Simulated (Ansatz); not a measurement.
# Sr on Ag(100): change of the work function

Aim: the work function of Ag(100) at several coverages of Sr (hollow site), and the dipole that each adsorbate carries.

Calculated with Ansatz 0.2.0; plane-wave DFT, PBE, Ansatz PAW, in the first sound run; inputs show where later runs differ.

This is a report of a sequence of runs, with most program output left out.

## (1) The starting structure

The cell holds 4 atoms: 4 Ag. Its edges and angles: a = 2.892 Å, b = 2.892 Å, c = 24.135 Å, α = 90.0°, β = 90.0°, γ = 90.0°. Vacuum lies along c.

## (2) The clean slab

The bare slab comes first, as the zero from which every change is counted. The two lowest layers are held at bulk places and the upper ones relax. The dipole correction removes the false field that a one-sided slab makes across the periodic vacuum, so each face gets a flat vacuum level of its own.

input.yaml

```yaml
crystal:
  lattice:
    - [2.8920667351, 0.0, 0.0]
    - [0.0, 2.8920667351, 0.0]
    - [0.0, 0.0, 24.135]
  atoms:
    - { symbol: Ag, position: [0.5, 0.5, 0.3729024239] }
    - { symbol: Ag, position: [0.0, 0.0, 0.4576341413] }
    - { symbol: Ag, position: [0.5, 0.5, 0.5423658587] }
    - { symbol: Ag, position: [0.0, 0.0, 0.6270975761] }
kpoints:
  mp_grid: { grid: [10, 10, 1] }
hamiltonian:
  xc: pbe
scf:
  occupations: { method: fermi_dirac, width: 0.1 }
  convergence: { dr2_threshold: 1.0e-08 }
efield:
  axis: 3
  dipole_correction: true
  ramp_position: 0.97
  ramp_width: 0.06
relax:
  f_tol: 0.02
  max_steps: 60
  constraints: [{ sites: [0, 1] }]
output:
  write_potential: true
  write_density: true
  volumetric_format: npy
```

On the command line:

```sh
$ ansatz run input.yaml --threads 4 --pin off --max-ram 12288MiB --backend cpu --events-out ev --progress --plain --runs-dir out
```

Run time: 17 s. Hardware: 4 threads of Arm Neoverse V1, shared host; peak memory 0.54 GiB; 63 s of CPU time.

Relaxation path:

| step | energy less that of the first step (eV) | largest force component (eV/Å) |
| --- | --- | --- |
| 1 | 0.0000 | 0.1346 |
| 2 | -0.0061 | 0.0991 |
| 3 | -0.0100 | 0.0092 |

The run keeps the 8 symmetry operations that it works with, so distortions that break them were not tested.

The atoms that moved most (Å):

| atom | dx | dy | dz | length |
| --- | --- | --- | --- | --- |
| Ag4 | 0.000 | 0.000 | 0.099 | 0.099 |
| Ag3 | 0.000 | 0.000 | 0.069 | 0.069 |

Final coordinates:

```cif
data_structure
_symmetry_space_group_name_H-M 'P 1'
_symmetry_Int_Tables_number 1
_cell_length_a 2.8921
_cell_length_b 2.8921
_cell_length_c 24.1350
_cell_angle_alpha 90.000
_cell_angle_beta 90.000
_cell_angle_gamma 90.000
_cell_volume 201.87
loop_
_atom_site_label
_atom_site_type_symbol
_atom_site_fract_x
_atom_site_fract_y
_atom_site_fract_z
_atom_site_occupancy
Ag1 Ag 0.50000 0.50000 0.37290 1
Ag2 Ag 0.00000 0.00000 0.45763 1
Ag3 Ag 0.50000 0.50000 0.54523 1
Ag4 Ag 0.00000 0.00000 0.63118 1
```

Numbers from this step:

| Property | Result |
| --- | --- |
| energy at zero smearing | -30361.3420 eV |
| work function, upper face | 4.204 eV |
| dipole along the normal | -4.57e-4 e·Å |

Running mean over 2.045 Å of the planar mean; the ramp of the sawtooth is left out. Electron's electrostatic potential energy less the Fermi level against z:

z (Å), electron's electrostatic potential energy less the Fermi level (eV) and a bar from the least value:
```
      3.0       4.19 ##############################
      3.5       4.19 ##############################
      4.0       4.19 ##############################
      4.5       4.19 ##############################
      5.0       4.19 ##############################
      5.5       4.18 ##############################
      6.0       4.14 ##############################
      6.5       4.02 #############################
      7.0       3.59 ############################
      7.5       1.90 #######################
      8.0      -1.30 ##############
      8.5      -4.36 #####
      9.0      -5.71 #
      9.5      -5.97 
     10.0      -6.02 
     10.5      -6.05 
     11.0      -6.02 
     11.5      -5.80 #
     12.0      -5.60 #
     12.5      -5.68 #
     13.0      -5.93 
     13.5      -5.95 
     14.0      -5.84 #
     14.5      -5.81 #
     15.0      -5.80 #
     15.5      -5.20 ##
     16.0      -2.85 #########
     16.5       0.53 ###################
     17.0       3.04 ###########################
     17.5       3.89 #############################
     18.0       4.12 ##############################
     18.5       4.18 ##############################
     19.0       4.20 ##############################
     19.5       4.20 ##############################
     20.0       4.20 ##############################
     20.5       4.20 ##############################
     21.0       4.20 ##############################
```

The relaxation took 3 steps and lowered the energy by 0.0100 eV; the largest force on the free atoms ends at 0.0092 eV/Å.

The work function of the upper face is 4.20 eV.

## (3) The covered slab, coverage 0.25 ML

System of this step: Sr/Ag(100). The cell holds 17 atoms: 16 Ag and 1 Sr. Its edges and angles: a = 5.784 Å, b = 5.784 Å, c = 27.160 Å, α = 90.0°, β = 90.0°, γ = 90.0°. Vacuum lies along c.

The clean slab as it ended is repeated in the plane and the adsorbate is set on one face; the cell's size fixes the coverage, and the k-mesh shrinks with it to keep the sampling density about even. Adsorbate and upper layers relax, since the dipole depends on the height.

input.yaml

```yaml
crystal:
  lattice:
    - [5.7841334702, 0.0, 0.0]
    - [0.0, 5.7841334702, 0.0]
    - [0.0, 0.0, 27.1597827567]
  atoms:
    - { symbol: Ag, position: [0.25, 0.25, 0.3313723118] }
    - { symbol: Ag, position: [0.0, 0.0, 0.4066674648] }
    - { symbol: Ag, position: [0.25, 0.25, 0.4845105284] }
    - { symbol: Ag, position: [0.0, 0.0, 0.560886066] }
    - { symbol: Ag, position: [0.25, 0.75, 0.3313723118] }
    - { symbol: Ag, position: [0.0, 0.5, 0.4066674648] }
    - { symbol: Ag, position: [0.25, 0.75, 0.4845105284] }
    - { symbol: Ag, position: [0.0, 0.5, 0.560886066] }
    - { symbol: Ag, position: [0.75, 0.25, 0.3313723118] }
    - { symbol: Ag, position: [0.5, 0.0, 0.4066674648] }
    - { symbol: Ag, position: [0.75, 0.25, 0.4845105284] }
    - { symbol: Ag, position: [0.5, 0.0, 0.560886066] }
    - { symbol: Ag, position: [0.75, 0.75, 0.3313723118] }
    - { symbol: Ag, position: [0.5, 0.5, 0.4066674648] }
    - { symbol: Ag, position: [0.75, 0.75, 0.4845105284] }
    - { symbol: Ag, position: [0.5, 0.5, 0.560886066] }
    - { symbol: Sr, position: [0.25, 0.25, 0.6686276882] }
kpoints:
  mp_grid: { grid: [5, 5, 1] }
hamiltonian:
  xc: pbe
scf:
  occupations: { method: fermi_dirac, width: 0.1 }
  convergence: { dr2_threshold: 1.0e-08 }
efield:
  axis: 3
  dipole_correction: true
  ramp_position: 0.97
  ramp_width: 0.06
relax:
  f_tol: 0.02
  max_steps: 60
  constraints: [{ sites: [0, 1, 4, 5, 8, 9, 12, 13] }]
output:
  bader: true
  dos: { projected: true, e_range: [-8, 4] }
  write_potential: true
  write_density: true
  volumetric_format: npy
  elf: true
```

The job ended after 4.6 min (4 threads; peak memory 3.7 GiB; 18 min of CPU time).

The steps of the relaxation:

| step | energy less that of the first step (eV) | largest force component (eV/Å) |
| --- | --- | --- |
| 1 | 0.0000 | 0.8325 |
| 2 | -0.1320 | 0.7073 |
| 3 | -0.2486 | 0.3232 |
| 4 | -0.2737 | 0.1183 |
| 5 | -0.2767 | 0.0209 |
| 6 | -0.2768 | 0.0064 |

Forces are held to the 8 operations that the run works with; a distortion that breaks them can't arise in this run.

The atoms that moved most (Å):

| atom | dx | dy | dz | length |
| --- | --- | --- | --- | --- |
| Sr17 | 0.000 | 0.000 | -0.479 | 0.479 |
| Ag16 | 0.018 | 0.018 | 0.051 | 0.057 |
| Ag12 | 0.018 | -0.018 | 0.051 | 0.057 |
| Ag8 | -0.018 | 0.018 | 0.051 | 0.057 |
| Ag4 | -0.018 | -0.018 | 0.051 | 0.057 |
| Ag15 | 0.000 | 0.000 | -0.016 | 0.016 |
| Ag3 | 0.000 | 0.000 | 0.016 | 0.016 |
| Ag11 | 0.000 | 0.000 | 0.007 | 0.007 |

The relaxed structure:

```cif
data_structure
_symmetry_space_group_name_H-M 'P 1'
_symmetry_Int_Tables_number 1
_cell_length_a 5.7841
_cell_length_b 5.7841
_cell_length_c 27.1598
_cell_angle_alpha 90.000
_cell_angle_beta 90.000
_cell_angle_gamma 90.000
_cell_volume 908.66
loop_
_atom_site_label
_atom_site_type_symbol
_atom_site_fract_x
_atom_site_fract_y
_atom_site_fract_z
_atom_site_occupancy
Ag1 Ag 0.25000 0.25000 0.33137 1
Ag2 Ag 0.00000 0.00000 0.40667 1
Ag3 Ag 0.25000 0.25000 0.48508 1
Ag4 Ag 0.99682 0.99682 0.56275 1
Ag5 Ag 0.25000 0.75000 0.33137 1
Ag6 Ag 0.00000 0.50000 0.40667 1
Ag7 Ag 0.25000 0.75000 0.48475 1
Ag8 Ag 0.99682 0.50318 0.56275 1
Ag9 Ag 0.75000 0.25000 0.33137 1
Ag10 Ag 0.50000 0.00000 0.40667 1
Ag11 Ag 0.75000 0.25000 0.48475 1
Ag12 Ag 0.50318 0.99682 0.56275 1
Ag13 Ag 0.75000 0.75000 0.33137 1
Ag14 Ag 0.50000 0.50000 0.40667 1
Ag15 Ag 0.75000 0.75000 0.48393 1
Ag16 Ag 0.50318 0.50318 0.56275 1
Sr17 Sr 0.25000 0.25000 0.65097 1
```

This step gave:

```
energy at zero smearing        : -124989.9819 eV
work function, upper face      : 2.308 eV
work function, lower face      : 4.229 eV
dipole along the normal        : 0.3551 e·Å
step between the vacuum levels : -1.920 eV
```

Running mean over 2.045 Å of the planar mean; the ramp of the sawtooth is left out. The electron's electrostatic potential energy less the Fermi level by z:

| z (Å) | electron's electrostatic potential energy less the Fermi level (eV) |
| --- | --- |
| 4 | 4.23 |
| 5 | 4.22 |
| 6 | 4.18 |
| 7 | 3.61 |
| 8 | -1.27 |
| 9 | -5.69 |
| 10 | -6.01 |
| 11 | -6.00 |
| 12 | -5.54 |
| 13 | -5.85 |
| 14 | -5.54 |
| 15 | -5.76 |
| 16 | -3.92 |
| 17 | -1.68 |
| 18 | -2.14 |
| 19 | 0.455 |
| 20 | 1.91 |
| 21 | 2.22 |
| 22 | 2.29 |
| 23 | 2.31 |
| 24 | 2.31 |

The density of states has structure finer than the step of the table below, so its rows give means over 0.5 eV, whole bins alone (the curve runs from -8 to 1.98 eV). Peaks (eV: height): -5.41: 82.6, -4.90: 95.0, -4.60: 76.1, -4.48: 75.9, -4.42: 87.5, -3.31: 81.1, -3.01: 105.

Table of density of states by energy, zero at the Fermi level; means over each step:

| energy (eV) | density of states (states/eV a cell) |
| --- | --- |
| -7.5 | 0 |
| -7.0 | 0.979 |
| -6.5 | 2.04 |
| -6.0 | 22.2 |
| -5.5 | 47.7 |
| -5.0 | 43.2 |
| -4.5 | 56.5 |
| -4.0 | 52.4 |
| -3.5 | 59.2 |
| -3.0 | 41.2 |
| -2.5 | 5.36 |
| -2.0 | 5.07 |
| -1.5 | 3.48 |
| -1.0 | 4.95 |
| -0.5 | 4.66 |
| 0.0 | 6.84 |
| 0.5 | 6.20 |
| 1.0 | 7.56 |
| 1.5 | 10.0 |

Projected DOS per atom over height of the atomic layer and energy from the Fermi level. Layers: Ag4 Ag4 Ag4 Ag4 Sr from below.

Values in states/eV, 22 rows by 5 columns, each cell a mean:
```
0.14 0.15 0.16 0.21 0.07
0.15 0.17 0.15 0.23 0.12
0.21 0.18 0.17 0.20 0.46
0.21 0.23 0.16 0.23 0.56
0.31 0.22 0.28 0.28 0.66
0.22 0.21 0.20 0.22 0.52
0.28 0.21 0.22 0.27 0.51
0.18 0.16 0.16 0.19 0.18
0.32 0.27 0.31 0.31 0.29
0.23 0.20 0.22 0.17 0.10
1.21 1.00 0.97 0.63 0.13
4.32 4.28 3.91 2.66 0.10
4.41 2.33 3.42 4.06 0.07
4.02 2.32 2.63 4.52 0.08
3.02 3.54 3.39 3.88 0.06
2.47 2.56 2.46 3.32 0.02
2.34 3.61 3.27 2.84 0.03
0.74 2.73 2.33 0.87 0.02
0.06 0.22 0.19 0.06 0.00
0.04 0.14 0.12 0.04 0.00
0.00 0.01 0.01 0.00 0.00
0.00 0.00 0.00 0.00 0.00
```
Columns: height of the atomic layer (Å) from 9 to 17.7 (not evenly spaced); rows upwards: energy from the Fermi level (eV) from -7.96 to 1.95.

ELF in the ca plane at fractional y = 0.250, with atoms of Ag and Sr within 0.2 Å of it. It is the smooth field of the valence electrons, not physical close to the nuclei.

Ten even steps from '0' (0.00) to '9' (0.84), each cell a mean:
```
22222211122222222222223210001134432100000000
34432211122245422222222222112233211000000000
67753211122477642122222222222222110000000000
79963211112589852122112222222221100000000000
67753211122477642122222222222222110000000000
34432211122244422222222221112233221000000000
22222211122222222222223210001134442100000000
22222211122211122222222112210124665321000000
23322211122233222222221258863113677531000000
56642211122356532222211699996212688642100000
68863211112579752122212883498312588753100000
68863211112579752122212883498312588753100000
56642211122356532222211699996212688642100000
23322211122223222222221258862113677531000000
22222211122211122222222111210024665311000000
```
Columns run along c (16.0 Å, from fractional 0.31 to 0.90 of the cell), rows up along a (5.8 Å). Atoms in or near the plane, at fractional coordinates: Ag at (0.33, 0.25), Ag at (0.49, 0.25), Ag at (0.33, 0.75), Ag at (0.48, 0.75), Sr at (0.65, 0.25).

Electrostatic potential energy in the ca plane at fractional y = 0.250, with atoms of Ag and Sr within 0.2 Å of it. With pseudopotentials it is smooth inside the atoms' cores, unlike the true potential.

Ten even steps from '0' (-39 eV) to '9' (7 eV), each cell a mean:
```
98899999999988899999999999999999999999999999
64468999999754579999999999999999999999999999
20137999998410158999999999999999999999999999
10026999997300048999999999999999999999999999
21137999998410258999999999999999999999999999
64468999999754579999999999999999999999999999
88899999999988899999999999999999999999999999
99999999999999999999999988888999999999999999
76689999999876789999999865568899999999999999
42247999998632369999998610026899999999999999
20026999998300148999997300005889999999999999
20026999998300148999997300005889999999999999
42247999998632369999998620036899999999999999
86689999999876789999999865578899999999999999
99999999999999999999999988888999999999999999
```
Columns run along c (16.0 Å, from fractional 0.31 to 0.90 of the cell; values clipped at the 3rd and 97th percentile), rows up along a (5.8 Å). Atoms in or near the plane, at fractional coordinates: Ag at (0.33, 0.25), Ag at (0.49, 0.25), Ag at (0.33, 0.75), Ag at (0.48, 0.75), Sr at (0.65, 0.25).

Valence density in the ca plane at fractional y = 0.250, with atoms of Ag and Sr within 0.2 Å of it. It is the smooth field of the valence electrons, not physical close to the nuclei.

Ten steps, logarithmic in the rise over the least value, from '0' (0 e/Å³) to '9' (18 e/Å³), each cell a mean:
```
12211111111122211111110000000000000000000000
45542111111355421111100000000000000000000000
78863110112589852100000000000000000000000000
89974110012699962100000000000000000000000000
78863110112588752100000000000000000000000000
45542111111355421111100000000000000000000000
12211111111122211111110000000000000000000000
11111111111111111111110001100000000000000000
23321111111234321111111123321000000000000000
57752111111467641111101245542000000000000000
79974110012689852100001455553100000000000000
79974110012689852100001455553100000000000000
57752111111467641111101245542000000000000000
23321111111233321111111123321000000000000000
11111111111111111111110000000000000000000000
```
Columns run along c (16.0 Å, from fractional 0.31 to 0.90 of the cell), rows up along a (5.8 Å). Atoms in or near the plane, at fractional coordinates: Ag at (0.33, 0.25), Ag at (0.49, 0.25), Ag at (0.33, 0.75), Ag at (0.48, 0.75), Sr at (0.65, 0.25).

The relaxation took 6 steps and lowered the energy by 0.28 eV; the largest force on the free atoms ends at 0.0064 eV/Å.

By hand: a sheet of dipoles makes a step −p/(ε₀A) in the electron's potential. With e/ε₀ = 180.95 V·Å, p = 0.3551 e·Å and A = 33.46 Å², that is −180.95 × (0.3551) / 33.46 = -1.920 eV, and the two vacuum levels of the run differ by -1.920 eV.

The covered face has 2.31 eV, -1.90 eV against the clean one; the bare back face has moved by +0.03 eV, a measure of how thin the slab is.

## (4) Adsorbate added, coverage 0.5 ML

System of this step: Sr/Ag(100). The cell holds 18 atoms: 16 Ag and 2 Sr. Its edges and angles: a = 5.784 Å, b = 5.784 Å, c = 27.160 Å, α = 90.0°, β = 90.0°, γ = 90.0°. Vacuum lies along c.

Another coverage, to see how the dipoles act on each other as their distance changes.

Changes to input.yaml since step 3:

```diff
@@ -23,2 +23,3 @@
     - { symbol: Sr, position: [0.25, 0.25, 0.6686276882] }
+    - { symbol: Sr, position: [0.75, 0.75, 0.6686276882] }
 kpoints:
@@ -45,2 +46 @@
   volumetric_format: npy
-  elf: true
```

Elapsed: 4 min, on 4 threads; peak memory 3.8 GiB; 16 min of CPU time.

The steps of the relaxation:

| step | energy less that of the first step (eV) | largest force component (eV/Å) |
| --- | --- | --- |
| 1 | 0.0000 | 0.5324 |
| 2 | -0.1520 | 0.3905 |
| 3 | -0.2451 | 0.0410 |
| 4 | -0.2487 | 0.0366 |
| 5 | -0.2495 | 0.0012 |

Forces are held to the 16 operations that the run works with; a distortion that breaks them can't arise in this run.

The atoms that moved most (Å):

| atom | dx | dy | dz | length |
| --- | --- | --- | --- | --- |
| Sr18 | 0.000 | 0.000 | -0.330 | 0.330 |
| Sr17 | 0.000 | 0.000 | -0.330 | 0.330 |
| Ag4 | 0.000 | 0.000 | 0.048 | 0.048 |
| Ag8 | 0.000 | 0.000 | 0.048 | 0.048 |
| Ag16 | 0.000 | 0.000 | 0.048 | 0.048 |
| Ag12 | 0.000 | 0.000 | 0.048 | 0.048 |
| Ag3 | 0.000 | 0.000 | -0.010 | 0.010 |
| Ag15 | 0.000 | 0.000 | -0.010 | 0.010 |

The relaxed structure:

```cif
data_structure
_symmetry_space_group_name_H-M 'P 1'
_symmetry_Int_Tables_number 1
_cell_length_a 5.7841
_cell_length_b 5.7841
_cell_length_c 27.1598
_cell_angle_alpha 90.000
_cell_angle_beta 90.000
_cell_angle_gamma 90.000
_cell_volume 908.66
loop_
_atom_site_label
_atom_site_type_symbol
_atom_site_fract_x
_atom_site_fract_y
_atom_site_fract_z
_atom_site_occupancy
Ag1 Ag 0.25000 0.25000 0.33137 1
Ag2 Ag 0.00000 0.00000 0.40667 1
Ag3 Ag 0.25000 0.25000 0.48414 1
Ag4 Ag 0.00000 0.00000 0.56267 1
Ag5 Ag 0.25000 0.75000 0.33137 1
Ag6 Ag 0.00000 0.50000 0.40667 1
Ag7 Ag 0.25000 0.75000 0.48445 1
Ag8 Ag 0.00000 0.50000 0.56267 1
Ag9 Ag 0.75000 0.25000 0.33137 1
Ag10 Ag 0.50000 0.00000 0.40667 1
Ag11 Ag 0.75000 0.25000 0.48445 1
Ag12 Ag 0.50000 0.00000 0.56267 1
Ag13 Ag 0.75000 0.75000 0.33137 1
Ag14 Ag 0.50000 0.50000 0.40667 1
Ag15 Ag 0.75000 0.75000 0.48414 1
Ag16 Ag 0.50000 0.50000 0.56267 1
Sr17 Sr 0.25000 0.25000 0.65647 1
Sr18 Sr 0.75000 0.75000 0.65647 1
```

This step gave:

| Property | Result |
| --- | --- |
| energy at zero smearing | -128534.7776 eV |
| work function, upper face | 2.895 eV |
| work function, lower face | 4.231 eV |
| dipole along the normal | 0.2470 e·Å |
| step between the vacuum levels | -1.336 eV |

Running mean over 2.045 Å of the planar mean; the ramp of the sawtooth is left out. The electron's electrostatic potential energy less the Fermi level by z:

| z (Å) | electron's electrostatic potential energy less the Fermi level (eV) |
| --- | --- |
| 3.5 | 4.23 |
| 4.0 | 4.23 |
| 4.5 | 4.23 |
| 5.0 | 4.23 |
| 5.5 | 4.22 |
| 6.0 | 4.18 |
| 6.5 | 4.06 |
| 7.0 | 3.61 |
| 7.5 | 1.95 |
| 8.0 | -1.26 |
| 8.5 | -4.32 |
| 9.0 | -5.68 |
| 9.5 | -5.94 |
| 10.0 | -6.00 |
| 10.5 | -6.03 |
| 11.0 | -6.01 |
| 11.5 | -5.79 |
| 12.0 | -5.60 |
| 12.5 | -5.66 |
| 13.0 | -5.87 |
| 13.5 | -5.78 |
| 14.0 | -5.54 |
| 14.5 | -5.57 |
| 15.0 | -5.82 |
| 15.5 | -5.63 |
| 16.0 | -4.28 |
| 16.5 | -3.27 |
| 17.0 | -4.73 |
| 17.5 | -6.63 |
| 18.0 | -7.09 |
| 18.5 | -5.67 |
| 19.0 | -2.11 |
| 19.5 | 0.735 |
| 20.0 | 1.90 |
| 20.5 | 2.44 |
| 21.0 | 2.70 |
| 21.5 | 2.81 |
| 22.0 | 2.86 |
| 22.5 | 2.88 |
| 23.0 | 2.89 |
| 23.5 | 2.89 |
| 24.0 | 2.89 |

The density of states has structure finer than the step of the table below, so its rows give means over 0.5 eV, whole bins alone (the curve runs from -8 to 1.98 eV). Peaks (eV: height): -5.23: 100, -4.96: 109, -4.57: 97.8, -4.48: 89.8, -4.24: 97.6, -3.37: 85.4, -3.13: 83.3.

Table of density of states by energy, zero at the Fermi level; means over each step:

energy (eV), density of states (states/eV a cell) and a bar:
```
     -7.5          0 
     -7.0          1 #
     -6.5          2 #
     -6.0         25 #############
     -5.5         51 ##########################
     -5.0         47 #######################
     -4.5         60 ##############################
     -4.0         51 ##########################
     -3.5         58 #############################
     -3.0         35 ##################
     -2.5          4 ##
     -2.0          5 ###
     -1.5          4 ##
     -1.0          5 ###
     -0.5          6 ###
      0.0          8 ####
      0.5          8 ####
      1.0         11 #####
      1.5          9 ####
```

Projected DOS per atom over height of the atomic layer and energy from the Fermi level. Layers: Ag4 Ag4 Ag4 Ag4 Sr2 from below.

Values in states/eV, 22 rows by 5 columns, each cell a mean:
```
0.18 0.20 0.19 0.15 0.12
0.10 0.11 0.09 0.08 0.16
0.23 0.22 0.21 0.34 0.18
0.17 0.21 0.14 0.19 0.24
0.33 0.27 0.28 0.34 0.60
0.24 0.19 0.22 0.24 0.58
0.25 0.20 0.20 0.27 0.45
0.26 0.18 0.20 0.23 0.38
0.28 0.24 0.26 0.26 0.24
0.18 0.17 0.23 0.16 0.12
1.24 0.96 0.86 0.31 0.19
4.45 4.43 3.75 2.01 0.13
4.39 2.21 3.87 3.20 0.10
3.93 2.29 2.55 4.70 0.08
3.10 3.49 3.42 4.41 0.08
2.41 2.68 2.27 3.46 0.02
2.32 3.53 3.05 3.45 0.02
0.72 2.79 2.62 1.30 0.02
0.06 0.21 0.20 0.07 0.00
0.04 0.14 0.13 0.04 0.00
0.00 0.01 0.01 0.00 0.00
0.00 0.00 0.00 0.00 0.00
```
Columns: height of the atomic layer (Å) from 9 to 17.8 (not evenly spaced); rows upwards: energy from the Fermi level (eV) from -7.96 to 1.95.

The relaxation took 5 steps and lowered the energy by 0.25 eV; the largest force on the free atoms ends at 0.0012 eV/Å.

The covered face has 2.89 eV, -1.31 eV against the clean one; the bare back face has moved by +0.04 eV, a measure of how thin the slab is.

(Part 1 of 2 ends here.)

[Logs are printed without paths, hosts, clocks, repeated set-up lines and the standing remarks that a program may print on its own settings, such as how far it seeks lower states.]

[Hosts, paths, dates, database ids (printed as entryN), source tags and the programs' standing remarks are cut or masked in the printed files.]

[Maps of the electrostatic potential energy from Ansatz leave out the sawtooth potential of an applied field or a dipole correction, so their vacuum need not be flat; planar profiles and work functions include it.]

[The density of states shown here was stored with 400 of the rows of the run's finer table, so its peaks can read low, often by over a quarter, or be missed, and its means over a window can be off by a tenth or more.]
